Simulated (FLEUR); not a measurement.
**MnO (Manganosite): one coupling from two orders, and a test**

Aim: get Heisenberg couplings of MnO (Manganosite) from the energies of collinear orders, with pencil and paper, and test them on an order left out of the fit.

Main program and level: FLEUR MaX-R8.1; PBE with U = 4 eV on Mn d; all-electron FLAPW, Dirac cores, scalar-relativistic bands.

**1. The starting structure**

Symmetry: Fm-3m, No. 225, cubic system. The conventional cell has a = 4.446 Å, b = 4.446 Å, c = 4.446 Å, α = 90.00°, β = 90.00°, γ = 90.00°. Nearest to Mn lie 6 O at 2.22 Å. Nearest to O lie 6 Mn at 2.22 Å. Farther neighbours and most contacts between anions are not listed.

**2. The parallel order**

All energies count from this run. The U counters the self-interaction that shrinks the moments of a localised shell.

inpgen writes inp.xml from crystal.txt; cutoffs, mixing, functional, smearing and local orbitals are then set in the file. The k list default-1 (kpts.xml, not shown) is a Γ-centred 10×10×10 mesh; where the ranks do not divide the number of points, some are split in two of half the weight.

inp.xml

```
<?xml version="1.0" encoding="UTF-8" standalone="no"?>
<fleurInput fleurInputVersion="0.39">
   <comment>
      MnO
   </comment>
   <calculationSetup>
      <cutoffs Kmax="4.05" Gmax="12.1" GmaxXC="12.1" numbands="0"/>
      <scfLoop itmax="120" minDistance="0.0001" maxIterBroyd="15" imix="Anderson" alpha="0.05" precondParam="0.0" spinf="2.0" sdNocoIR="T"/>
      <coreElectrons ctail="T" frcor="F" kcrel="0" coretail_lmax="0"/>
      <xcFunctional name="pbe" relativisticCorrections="F"/>
      <magnetism jspins="2"/>
      <soc l_soc="F" theta="0.0" phi="0.0" spav="F"/>
      <expertModes spex="0" secvar="F"/>
      <geometryOptimization l_f="F" forcealpha="1.0" forcemix="BFGS" epsdisp="0.00001" epsforce="0.00001"/>
      <ldaU l_linMix="F" mixParam="0.05" spinf="1.0"/>
   </calculationSetup>
   <cell>
      <bzIntegration valenceElectrons="21.0" mode="hist" fermiSmearingEnergy="0.00183747">
         <kPointListSelection listName="default-1"/>
         <xi:include xmlns:xi="http://www.w3.org/2001/XInclude" href="kpts.xml"> </xi:include>
      </bzIntegration>
      <xi:include xmlns:xi="http://www.w3.org/2001/XInclude" href="sym.xml"> </xi:include>
      <bulkLattice scale="1.0">
         <bravaisMatrix>
            <row-1>    0.0000000000000000     4.2008611749857998     4.2008611749857998</row-1>
            <row-2>    4.2008611749857998     0.0000000000000000     4.2008611749857998</row-2>
            <row-3>    4.2008611749857998     4.2008611749857998     0.0000000000000000</row-3>
         </bravaisMatrix>
      </bulkLattice>
   </cell>
   <atomSpecies>
      <species name="Manganese 4.500" element="Mn" atomicNumber="25">
         <mtSphere radius="2.62" gridPoints="867" logIncrement="0.014"/>
         <atomicCutoffs lmax="10" lnonsphr="8"/>
         <electronConfig flipSpins="F">
            <coreConfig>(1s1/2) (2s1/2) (2p1/2) (2p3/2)</coreConfig>
            <valenceConfig>(3s1/2) (3p1/2) (3p3/2) (4s1/2) (3d3/2) (3d5/2)</valenceConfig>
            <stateOccupation state="(3d3/2)" spinUp="1.75" spinDown="0.25"/>
            <stateOccupation state="(3d5/2)" spinUp="3.0" spinDown="0.0"/>
         </electronConfig>
         <energyParameters s="4" p="4" d="3" f="4"/>
         <ldaU l="2" U="4.0" J="0.0" l_amf="F"/>
         <lo type="SCLO" l="0" n="3" eDeriv="0"/>
         <lo type="SCLO" l="1" n="3" eDeriv="0"/>
      </species>
      <species name="Oxygen (O)" element="O" atomicNumber="8">
         <mtSphere radius="1.48" gridPoints="489" logIncrement="0.022"/>
         <atomicCutoffs lmax="6" lnonsphr="4"/>
         <electronConfig flipSpins="F">
            <coreConfig>(1s1/2)</coreConfig>
            <valenceConfig>(2s1/2) (2p1/2) (2p3/2)</valenceConfig>
            <stateOccupation state="(2p1/2)" spinUp="0.666667" spinDown="0.666667"/>
            <stateOccupation state="(2p3/2)" spinUp="1.333333" spinDown="1.333333"/>
         </electronConfig>
         <energyParameters s="2" p="2" d="3" f="4"/>
      </species>
   </atomSpecies>
   <atomGroups>
      <atomGroup species="Manganese 4.500">
         <relPos label="                   1">.0000000000 .0000000000 .0000000000</relPos>
         <force calculate="T" relaxXYZ="TTT"/>
      </atomGroup>
      <atomGroup species="Oxygen (O)">
         <relPos label="                   2">1.000/2.000 1.000/2.000 1.000/2.000</relPos>
         <force calculate="T" relaxXYZ="TTT"/>
      </atomGroup>
   </atomGroups>
   <output dos="F" band="F" slice="F">
      <bandDOS minEnergy="-.5*Htr" maxEnergy="0.5*Htr" sigma="0.015" storeEVData="T"/>
      <plotting iplot="0" polar="F">
         <plot TwoD="T" vec1="  1.0  0.0  0.0" vec2="  0.0  1.0  0.0" vec3="  0.0  0.0  1.0" zero="  0.0  0.0  0.0" file="plot"/>
      </plotting>
      <moessbauerParams electricFieldGradient="F" isomerShift="F" coreHyperfine="F" valenceHyperfine="F"/>
   </output>
</fleurInput>
```

crystal.txt

```
MnO
&input film=F cartesian=F /
0.00000000000  2.22300000000  2.22300000000
2.22300000000  0.00000000000  2.22300000000
2.22300000000  2.22300000000  0.00000000000
1.8897261246
1.0 1.0 1.0

2
25 0.00000000000  0.00000000000  0.00000000000 : 4.500
8 0.50000000000  0.50000000000  0.50000000000

&kpt div1=10 div2=10 div3=10 gamma=T /
```

On the command line:

```sh
> OMP_NUM_THREADS=1 inpgen -f crystal.txt > inpgen.log  # inp.xml is then edited as shown
> OMP_NUM_THREADS=1 mpirun -n 4 fleur_MPI > fleur.log
```

The program printed:

```text
Welcome to FLEUR        (www.flapw.de)
      MaX-Release 8.1          (www.max-centre.eu)

 ========== k-point set info ==========
 Selected k-point list: default-1
 k-point list type: mesh
 0 x 0 x 0
 Number of k points: 48

 [... set-up left out ...]
 no density matrix found ... skipping LDA+U
 Reset of history
 Iteration:     1   Distance:      21.16315887 me/bohr^3
 Iteration:     2   Distance:      19.05186525 me/bohr^3
 Iteration:     3   Distance:      16.38019204 me/bohr^3
 Iteration:     4   Distance:       8.27245131 me/bohr^3
[...]
[... left out ...]
            <freeEnergy value="-1233.8872845590"/>
            <extrapolationTo0K value="-1233.8872830233"/>
         </totalEnergy>
         [... left out ...]
         <ldaUDensityMatrixConvergence>
            <distance spin="1" distance="0.000000"/>
            <distance spin="2" distance="0.000000"/>
         </ldaUDensityMatrixConvergence>
         <densityConvergence units="me/bohr^3">
            <chargeDensity spin="1" distance="0.0000259751"/>
            <chargeDensity spin="2" distance="0.0000147988"/>
            <overallChargeDensity distance="0.0000278439"/>
            <spinDensity distance="0.0000318141"/>
         </densityConvergence>
      </iteration>
```

The job ended after 15 s (4 MPI ranks of AMD EPYC 7R13 (Zen 3), shared host; peak memory 0.25 GiB; 56 s of CPU time).

Spin moment in the muffin-tin sphere by atom:

```
atom  spin moment in the muffin-tin sphere (μB)
 Mn1                                       4.73
  O2                                       0.15
```

This step gave:

| Property | Result |
| --- | --- |
| free energy | -33575.7835 eV |
| program's band gap on this mesh (in a metal only a level spacing) | 0.3262 eV |
| magnetization | 5 μB |
| final state | ferromagnetic |

After 19 cycles the largest moment stands at 4.73 μB.

**3. The orders used for the fit**

The other orders were run with the same settings, on meshes that hold the same points. Free energies are divided by the number of Mn atoms; q is in fractions of the reciprocal vectors of the first run's cell.

```
              order  atoms      mesh  free energy (eV)    eV per Mn  largest moment (μB)
                F +      2  10×10×10       -33575.7835  -33575.7835                 4.73
AF q=(0,1/2,1/2) +-      4   10×5×10       -67151.6731  -33575.8366                 4.71
```

**4. Counting neighbours**

With E = −Σ J e_i·e_j over ordered pairs of unit vectors, turning a neighbour from parallel to opposed costs 2J a Mn atom. So an order lies 2 Σ n J over the parallel one, n being the opposed neighbours in each shell.

| shell | distance (Å) | neighbours | opposed in AF q=(0,1/2,1/2) +- | opposed in AF q=(0,0,1/2) +- |
| --- | --- | --- | --- | --- |
| J1 | 3.14 | 12 | 8 | 6 |
| J2 | 4.45 | 6 | 0 | 6 |

Only J1 is kept.

**5. Solving**

```
2 × 8 × J1 = -53.1 meV    (AF q=(0,1/2,1/2) +-)
J1 = -3.32 meV
```

**6. The test**

The couplings now give the orders that were left out:

```
2 × 6 × (-3.32) = -39.8 meV    (AF q=(0,0,1/2) +-)
```

The runs themselves:

```csv
order,atoms,mesh,free energy (eV),eV per Mn,largest moment (μB),over the parallel order (meV),foretold (meV)
"AF q=(0,0,1/2) +-",4,10×10×5,-67151.7082,-33575.8541,4.65,-70.6,-39.8
```

**7. One more shell**

One try is to add the next shell, though changing moments can also cause the miss. Both differences then fix both couplings, and no order is left for a test.

```
2 × 8 × J1 = -53.1 meV    (AF q=(0,1/2,1/2) +-)
2 × 6 × J1 + 2 × 6 × J2 = -70.6 meV    (AF q=(0,0,1/2) +-)
J1 = -3.32 meV
J2 = -2.56 meV
```

**8. What came out**

```json
{"effective coupling of the reversed pairs, counted on J1 (Mn–Mn at 3.14 Å)": "-3.32 meV", "largest miss on the orders left out": "31 meV", "J1 with two shells": "-3.32 meV", "J2 with two shells": "-2.56 meV"}
```

In words: The model misses the order left out by 31 meV, 44 % of the largest distance from the parallel order, so it fails: these couplings alone don't describe the crystal. With the next shell added the couplings are J1 = -3.32 and J2 = -2.56 meV, untested. The largest moments of the orders differ by 1.6 % of the greatest. One difference fixes one number: it sums all reversed shells and need not be the coupling of the nearest one, even in sign.

[Logs and program files are shortened in this print: banners, set-up blocks, solver, clock and traceback lines can be left out without a mark of their own.]

[Logs are printed without paths, hosts, clocks, repeated set-up lines and the standing remarks that a program may print on its own settings, such as how far it seeks lower states.]

[Hosts, paths, dates, database ids (printed as entryN), source tags and the programs' standing remarks are cut or masked in the printed files.]

[Where a cell is said to come from a database of computed structures, the database is the Materials Project.]
